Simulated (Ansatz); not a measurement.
## Where V_Cl puts its levels in the gap of KCl (Fm-3m)

Aim: at which Fermi levels does V_Cl in KCl (Fm-3m) change its charge? The model is a cell of 32 host atoms with 1 Cl taken out.

Calculated with Ansatz 0.2.0; place-levels on PBE runs: charge-transition levels and formation energies with image-charge correction and potential alignment at the atomic sites; PAW set soft_1.

### 1. The starting structure

The cell holds 31 atoms: 16 K and 15 Cl. Cell: a = 11.047 Å, b = 11.047 Å, c = 11.047 Å, α = 109.5°, β = 109.5°, γ = 109.5°. It derives from KCl (space group Fm-3m). Nearest the centre at fractional (0.500, 0.500, 0.500): K12 at 3.19 Å, K10 at 3.19 Å, K7 at 3.19 Å, K15 at 3.19 Å, K16 at 3.19 Å, K6 at 3.19 Å, Cl27 at 4.51 Å, Cl24 at 4.51 Å.

Screening for the image-charge correction: ε∞ = 2.28, ε0 = 5.56, computed on the host (DFPT, PBE).

The cell's shortest repeat is 11.0 Å.

### 2. What was run first

A transition level is the Fermi level at which two charge states cost the same, so each charge needs its own total energy, at its own relaxed structure.

Each atom starts 0.05 Å or so off its site in a random direction: a symmetric start keeps its symmetry, and would miss off-centre moves and Jahn–Teller distortions. Forces are taken at one point at (¼, ¼, ¼). The cell holds 1 electron more than the neutral one, with a uniform background that keeps it neutral on the whole.

The sampling was tested on the host first: at the k-points planned (1x1x1 shifted 0.25 0.25 0.25) its energy lies -0.003 eV an atom from the dense-mesh value, under the bound of 0.02 eV set for this test; that bounds the host's error, not the defect's.

One state's input; the others differ in charge, spin, start and seed, and in occupations where the table says so.

The input, qm1.relax/input.yaml:

```yaml
crystal:
  lattice:
    - [-6.37791323, 6.37791323, 6.37791323]
    - [6.37791323, -6.37791323, 6.37791323]
    - [6.37791323, 6.37791323, -6.37791323]
  atoms:
    - { symbol: K, position: [0.0, 0.0, 0.0] }
    - { symbol: K, position: [0.0, 0.25, 0.75] }
    - { symbol: K, position: [0.0, 0.5, 0.5] }
    - { symbol: K, position: [0.0, 0.75, 0.25] }
    - { symbol: K, position: [0.25, 0.0, 0.75] }
    - { symbol: K, position: [0.25, 0.25, 0.5] }
    - { symbol: K, position: [0.25, 0.5, 0.25] }
    - { symbol: K, position: [0.25, 0.75, 0.0] }
    - { symbol: K, position: [0.5, 0.0, 0.5] }
    - { symbol: K, position: [0.5, 0.25, 0.25] }
    - { symbol: K, position: [0.5, 0.5, 0.0] }
    - { symbol: K, position: [0.5, 0.75, 0.75] }
    - { symbol: K, position: [0.75, 0.0, 0.25] }
    - { symbol: K, position: [0.75, 0.25, 0.0] }
    - { symbol: K, position: [0.75, 0.5, 0.75] }
    - { symbol: K, position: [0.75, 0.75, 0.5] }
    - { symbol: Cl, position: [0.0, 0.0, 0.5] }
    - { symbol: Cl, position: [0.0, 0.25, 0.25] }
    - { symbol: Cl, position: [0.0, 0.5, 0.0] }
    - { symbol: Cl, position: [0.0, 0.75, 0.75] }
    - { symbol: Cl, position: [0.25, 0.0, 0.25] }
    - { symbol: Cl, position: [0.25, 0.25, 0.0] }
    - { symbol: Cl, position: [0.25, 0.5, 0.75] }
    - { symbol: Cl, position: [0.25, 0.75, 0.5] }
    - { symbol: Cl, position: [0.5, 0.0, 0.0] }
    - { symbol: Cl, position: [0.5, 0.25, 0.75] }
    - { symbol: Cl, position: [0.5, 0.5, 0.5] }
    - { symbol: Cl, position: [0.5, 0.75, 0.25] }
    - { symbol: Cl, position: [0.75, 0.0, 0.75] }
    - { symbol: Cl, position: [0.75, 0.25, 0.5] }
    - { symbol: Cl, position: [0.75, 0.5, 0.25] }
    - { symbol: Cl, position: [0.75, 0.75, 0.0] }
  supercell: [1, 1, 1]
  defects: [{ vacancy: 26 }]
total_charge: -1
basis:
  ecutwfc: 420
  xc_grid: 2
hamiltonian:
  xc: pbe
  pseudopotentials: { kind: paw, azcp: { folder: soft_1 } }
kpoints:
  mp_grid: { grid: [1, 1, 1], shift: [0.25, 0.25, 0.25] }
scf:
  occupations: { method: fixed }
  max_iter: 80
output:
  forces: true
  charged_corrections: { epsilon: 2.28, static_epsilon: 5.56 }
relax:
  f_tol: 0.01
  max_steps: 80
  random_displacement: { amplitude: 0.05, seed: 3652 }
checkpoint:
  write: "../qm1.relax.run"
  compress: false
  write_wavefunctions: true
  write_every: 100000
```

The run is started by

```bash
> ansatz run input.yaml --threads 4 --pin off --max-ram 15073MiB --backend cpu --events-out ev --progress --plain --runs-dir out
```

The run of this state that the levels use, under PBE:

The input, qm1.point/input.yaml:

```yaml
crystal:
  checkpoint: "../qm1.relax.run"
  host: checkpoint
total_charge: -1
basis:
  ecutwfc: 420
  xc_grid: 2
hamiltonian:
  xc: pbe
  pseudopotentials: { kind: paw, azcp: { folder: soft_1 } }
kpoints:
  mp_grid: { grid: [1, 1, 1], shift: [0.25, 0.25, 0.25] }
scf:
  occupations: { method: fixed }
  max_iter: 80
output:
  forces: true
  eigenvalues: true
  charged_corrections:
    epsilon: 2.28
    static_epsilon: 5.56
    defect_position: [0.5, 0.5, 0.5]
  eigenstates: { localisation: true }
  populations: true
  band_densities: [{ bands: [v1, v1] }, { bands: [c1, c1] }]
  write_density: true
  write_potential: true
  volumetric_format: npy
  elf: true
checkpoint:
  read: "../qm1.relax.run"
  write: "../qm1.point.run"
  compress: false
  write_wavefunctions: false
  write_every: 100000
```

Relaxations under PBE at one point at (¼, ¼, ¼); times on 4 threads of Arm Neoverse V1, shared host:

| charge | moment (μB) | occupations | outcome | steps | largest displacement against the far atoms (Å) | time |
| --- | --- | --- | --- | --- | --- | --- |
| −1 | 0 | fixed | converged | 4 | 0.10 | 24 s |
| 0 | 1 | fixed | converged | 4 | 0.02 | 49 s |
| +1 | 0 | fixed | converged | 4 | 0.19 | 22 s |

Single points under PBE at one point at (¼, ¼, ¼); times on 4 threads of Arm Neoverse V1, shared host:

| charge | moment (μB) | occupations | outcome | time |
| --- | --- | --- | --- | --- |
| −1 | 0 | fixed | converged | 6.8 s |
| 0 | 1 | fixed | converged | 16 s |
| +1 | 0 | fixed | converged | 7.2 s |

Distances (Å) from the ideal centre to the nearest atoms after relaxation with PBE:

| charge | moment (μB) | 1. | 2. | 3. | 4. | 5. | 6. |
| --- | --- | --- | --- | --- | --- | --- | --- |
| −1 | 0 | K 3.08 | K 3.09 | K 3.09 | K 3.09 | K 3.09 | K 3.10 |
| 0 | 1 | K 3.20 | K 3.20 | K 3.21 | K 3.21 | K 3.21 | K 3.22 |
| +1 | 0 | K 3.38 | K 3.38 | K 3.38 | K 3.38 | K 3.38 | K 3.38 |

### 3. place-levels, PBE, one point at (¼, ¼, ¼)

A charged cell interacts with its images and the background, and its potential has another zero than the host's. place-levels removes the first by a point-charge model, screened by the static dielectric constant since the ions have relaxed around the charge, and the second by comparing potentials at atoms far from the defect.

The host is a run of the defect-free crystal in the same cutoffs, grids and k-points, so that basis and sampling errors cancel in part in the differences. Its band edges come from a run of the primitive cell that searches the zone for them. Chemical potentials are energies per atom of Cl (Cl2 molecule), run with the same functional and cutoff.

The input, levels.point.yaml:

```yaml
host:
  run: host.point.run
  levels_from: { run: edges.point.run }
states: [qm1.point.run, q0_M1.point.run, qp1.point.run]
geometry_from:
  qm1.point.run: qm1.relax.run
  q0_M1.point.run: q0_M1.relax.run
  qp1.point.run: qp1.relax.run
chemical_potentials:
  Cl:
    energy: -1079.444131
    dataset: "<sha256 of the dataset>"
epsilon: 2.28
static_epsilon: 5.56
vertical:
  - { from: qm1.point.run, to: qm1.point_neutral.run }
  - { from: qp1.point.run, to: qp1.point_neutral.run }
```

The run is started by

```bash
> ansatz place-levels levels.point.yaml -- --threads 4 --pin off --max-ram 15073MiB
```

Numbers of over 12 decimals in the logs are rounded to 6 here.

Log:

```text
[... repeated set-up lines and file paths are left out, and long positions are rounded to six places ...]
(+1/0) 4.095 eV above the valence edge, 0.959 eV under the conduction edge
(0/-1) 5.182 eV above the valence edge (+5.339 eV without the band-filling correction), in the conduction band
formation energy of charge +1: +0.457 eV with the Fermi level at the valence edge
formation energy of charge 0: +4.552 eV with the Fermi level at the valence edge
formation energy of charge -1: +9.734 eV with the Fermi level at the valence edge
vertical -1 to 0: no energy, since no alignment is typed
  the change from vertical[0].from (qm1.point.run) to vertical[0].to (qm1.point_neutral.run): by its potential at epsilon 2.28 it stands at 0.499 0.500 0.499, with an rms radius of about 2.4 Å (1.4 1.4 1.4 Å across the planes of the cell's vectors); [...]
vertical +1 to 0: no energy, since no alignment is typed
  the change from vertical[1].from (qp1.point.run) to vertical[1].to (qp1.point_neutral.run): by its potential at epsilon 2.28 it stands at 0.500 0.500 0.500, with an rms radius of about 1.5 Å (0.9 0.9 0.9 Å across the planes of the cell's vectors); [...]
  edges by pbe of host.levels_from (edges.point.run), its mesh sampled to repeats of 36.08 Å (the valence edge +0.157 eV and the conduction edge -1.219 eV from those of the host's own run), gap 5.054 eV; the host is sampled to repeats of 18.04 Å
  the defect's cells are sampled to repeats of 18.04 Å, like sampling
  charge +1: -40860.4373 eV with its correction of +0.164 eV, at epsilon 5.56, aligned at sites: -0.2054 eV, mean over 13 atomic sites at or beyond 5.52 Å from the defect at [0.5000, 0.5000, 0.5000], with +0.000000 for the charge's moments and without [...]
  charge 0: +0.000 eV for its dipole among its images, +0.000 omitted
  charge -1: -40849.8327 eV with its correction of +0.489 eV, at epsilon 5.56, aligned at sites: -0.1192 eV, mean over 13 atomic sites at or beyond 5.52 Å from the defect at [0.5000, 0.5000, 0.5000], with +0.000000 for the charge's moments and without [...]
  of states[2] (qp1.point.run): its alignment with the host at atomic sites is doubtful: the mean over the far sites moves by +0.2660 eV from their farther parts to their nearer, more than 0.05 eV. [...]
  of states[1] (q0_M1.point.run): stability_check_not_made
  of states[0] (qm1.point.run): a band-filling correction moves a carrier to the host's band edge, which changes its energy by -0.157 eV; [...]
```

The job ended after 0.29 s (4 threads of Arm Neoverse V1, shared host).

Under PBE the gap is 5.05 eV, (+1/0) 4.10, (0/−1) 5.18 (outside the gap) (with band filling) eV.

Levels between the charges placed, in eV above the valence top:

|  | gap (eV) | (+1/0) | (0/−1) |
| --- | --- | --- | --- |
| PBE | 5.05 | 4.10 | 5.18 |

Corrections by state:

| charge | moment (μB) | image terms and alignment (eV) | band filling (eV) | ε used | over the lowest of its charge, as the program ranks them, band filling apart (eV) |
| --- | --- | --- | --- | --- | --- |
| +1 | 0.0 | 0.164 | - | 5.56 | 0.000 |
| 0 | 1.0 | 0.000 | - | - | 0.000 |
| −1 | 0.0 | 0.489 | -0.157 | 5.56 | 0.000 |

The charged structures listed were also run neutral, and place-levels reads from each pair, by the potential or the spins, how wide the charge is by which they differ; that can be the carrier of either run.

| charge | rms radius (Å) | spread where it is widest against the cell (Å) | wide from (Å) | reading |
| --- | --- | --- | --- | --- |
| +1 | 1.5 | 0.85 | 1.56 | narrow |
| −1 | 2.4 | 1.40 | 1.56 | narrow |

The neutral runs of these pairs need not share the spin of the lowest neutral state, and very wide values only mean spread over the cell.

From the program's caveats on the states, each cut to its opening words:

- charge +1: its alignment with the host at atomic sites is doubtful: the mean over the far sites moves by +0.2660 eV from their farther parts to their nearer, more than [...]
- charge 0 (1 μB): flagged: stability check not made
- charge −1: a band-filling correction moves a carrier to the host's band edge, which changes its energy by -0.157 eV
- charge −1: its alignment with the host at atomic sites is doubtful: the mean over the far sites moves by -0.1957 eV from their farther parts to their nearer, more than [...]

The host's formation energy from the elements is -2.002 eV per atom; it sets how far the chemical potentials can move.

Limit set by the element alone; other compounds of these elements are not counted. Chemical potentials from the elements' reference states: Cl 0.00 eV, K -4.00 eV. Formation energies (Cl-rich), with the Fermi level at the valence top and at the conduction bottom (gap 5.05 eV):

| charge | at valence top (eV) | at conduction bottom (eV) | correction included (eV) |
| --- | --- | --- | --- |
| +1 | 0.46 | 5.51 | 0.16 |
| 0 | 4.55 | 4.55 | 0.00 |
| −1 | 9.73 | 4.68 | 0.33 |

```json
{"Fermi level (eV)": "0.00", "lowest formation energy (eV)": "0.46"}
{"Fermi level (eV)": "0.46", "lowest formation energy (eV)": "0.92"}
{"Fermi level (eV)": "0.92", "lowest formation energy (eV)": "1.37"}
{"Fermi level (eV)": "1.38", "lowest formation energy (eV)": "1.83"}
{"Fermi level (eV)": "1.84", "lowest formation energy (eV)": "2.29"}
{"Fermi level (eV)": "2.30", "lowest formation energy (eV)": "2.75"}
{"Fermi level (eV)": "2.76", "lowest formation energy (eV)": "3.22"}
{"Fermi level (eV)": "3.22", "lowest formation energy (eV)": "3.67"}
{"Fermi level (eV)": "3.68", "lowest formation energy (eV)": "4.13"}
{"Fermi level (eV)": "4.14", "lowest formation energy (eV)": "4.55"}
{"Fermi level (eV)": "4.59", "lowest formation energy (eV)": "4.55"}
{"Fermi level (eV)": "5.05", "lowest formation energy (eV)": "4.55"}
```

Limit set by the element alone; other compounds of these elements are not counted. Chemical potentials from the elements' reference states: K 0.00 eV, Cl -4.00 eV. Formation energy by charge state (K-rich; gap 5.05 eV):

| charge | at valence top (eV) | at conduction bottom (eV) | correction included (eV) |
| --- | --- | --- | --- |
| +1 | -3.55 | 1.51 | 0.16 |
| 0 | 0.55 | 0.55 | 0.00 |
| −1 | 5.73 | 0.68 | 0.33 |

| Fermi level (eV) | lowest formation energy (eV) |
| --- | --- |
| 0.00 | -3.55 |
| 0.46 | -3.09 |
| 0.92 | -2.63 |
| 1.38 | -2.17 |
| 1.84 | -1.71 |
| 2.30 | -1.25 |
| 2.76 | -0.79 |
| 3.22 | -0.33 |
| 3.68 | 0.13 |
| 4.14 | 0.55 |
| 4.59 | 0.55 |
| 5.05 | 0.55 |

### 4. Placing the levels, PBE, k-mesh 1x1x1 Gamma

The energy is taken again at the zone centre alone, on the same structure.

The input, qm1.s0/input.yaml:

```yaml
crystal:
  checkpoint: "../qm1.relax.run"
  host: checkpoint
total_charge: -1
basis:
  ecutwfc: 420
  xc_grid: 2
hamiltonian:
  xc: pbe
  pseudopotentials: { kind: paw, azcp: { folder: soft_1 } }
kpoints:
  mp_grid: { grid: [1, 1, 1] }
scf:
  occupations: { method: fermi_dirac, width: 0.01 }
  max_iter: 80
output:
  forces: true
  eigenvalues: true
  charged_corrections:
    epsilon: 2.28
    static_epsilon: 5.56
    defect_position: [0.5, 0.5, 0.5]
checkpoint:
  read: "../qm1.relax.run"
  write: "../qm1.s0.run"
  compress: false
  write_wavefunctions: false
  write_every: 100000
```

The job ended after 5.3 s (4 threads; peak memory 0.87 GiB).

The input, levels.s0.yaml:

```yaml
host:
  run: host.s0.run
  levels_from: { run: edges.s0.run }
states: [qm1.s0.run, q0_M1.s0.run, qp1.s0.run]
geometry_from:
  qm1.s0.run: qm1.relax.run
  q0_M1.s0.run: q0_M1.relax.run
  qp1.s0.run: qp1.relax.run
chemical_potentials:
  Cl:
    energy: -1079.444131
    dataset: "<sha256 of the dataset>"
```

The run is started by

```bash
> ansatz place-levels levels.s0.yaml -- --threads 4 --pin off --max-ram 15073MiB
```

Log:

```text
(+1/0) 3.900 eV above the valence edge, 1.153 eV under the conduction edge
(0/-1) 4.751 eV above the valence edge, 0.303 eV under the conduction edge
formation energy of charge +1: +0.426 eV with the Fermi level at the valence edge
formation energy of charge 0: +4.326 eV with the Fermi level at the valence edge
formation energy of charge -1: +9.077 eV with the Fermi level at the valence edge
  edges by pbe of host.levels_from (edges.s0.run), its mesh sampled to repeats of 36.08 Å (the valence edge -0.006 eV and the conduction edge -0.001 eV from those of the host's own run), gap 5.054 eV; the host is sampled to repeats of 11.05 Å
[... the lines on each state left out ...]
```

Wall time 0.17 s (4 threads).

Under PBE the gap is 5.05 eV, (+1/0) 3.90, (0/−1) 4.75 eV; the stage before (PBE, at other k-points) gave a gap of 5.05 eV and levels within 0.43 eV of these.

### 5. Levels against the band edges, PBE, k-mesh 1x1x1 zone corner

The energy is taken again at a 1×1×1 shifted mesh, on the same structure.

qm1.s1/input.yaml, as its differences from qm1.s0/input.yaml of step 4:

```diff
@@ -11,3 +11,3 @@
 kpoints:
-  mp_grid: { grid: [1, 1, 1] }
+  mp_grid: { grid: [1, 1, 1], shift: [0.5, 0.5, 0.5] }
 scf:
@@ -24,3 +24,3 @@
   read: "../qm1.relax.run"
-  write: "../qm1.s0.run"
+  write: "../qm1.s1.run"
   compress: false
```

Run time: 4.4 s. Hardware: 4 threads; peak memory 1.1 GiB.

The input, levels.s1.yaml:

```yaml
host:
  run: host.s1.run
  levels_from: { run: edges.s1.run }
states: [qm1.s1.run, q0_M1.s1.run, qp1.s1.run]
geometry_from:
  qm1.s1.run: qm1.relax.run
  q0_M1.s1.run: q0_M1.relax.run
  qp1.s1.run: qp1.relax.run
chemical_potentials:
  Cl:
    energy: -1079.444131
    dataset: "<sha256 of the dataset>"
```

The run is started by

```bash
> ansatz place-levels levels.s1.yaml -- --threads 4 --pin off --max-ram 15073MiB
```

Log:

```text
(+1/0) 4.079 eV above the valence edge, 0.974 eV under the conduction edge
[...]
formation energy of charge +1: +0.424 eV with the Fermi level at the valence edge
formation energy of charge 0: +4.504 eV with the Fermi level at the valence edge
formation energy of charge -1: +9.646 eV with the Fermi level at the valence edge
[...]
[... the lines on each state left out ...]
```

Run time: 0.17 s. Hardware: 4 threads.

Under PBE the gap is 5.05 eV, (+1/0) 4.08, (0/−1) 5.14 (outside the gap) (with band filling) eV; the stage before (PBE, at other k-points) gave a gap of 5.05 eV and levels within 0.39 eV of these.

[end of part 1 of 2]

[Logs are printed without paths, hosts, clocks, repeated set-up lines and the standing remarks that a program may print on its own settings, such as how far it seeks lower states.]

[Hosts, paths, dates, database ids (printed as entryN), source tags and the programs' standing remarks are cut or masked in the printed files.]

[Where a table of states has a column of steps, it counts the stored structures, which are thinned; the runs took as many ionic steps or more.]

[A defect's name tells the site on which it was built; relaxed atoms can leave that site.]

[For some hosts the program warned that the k-mesh of the response run may be too coarse for force constants and the static dielectric constant; such warnings are not shown here.]
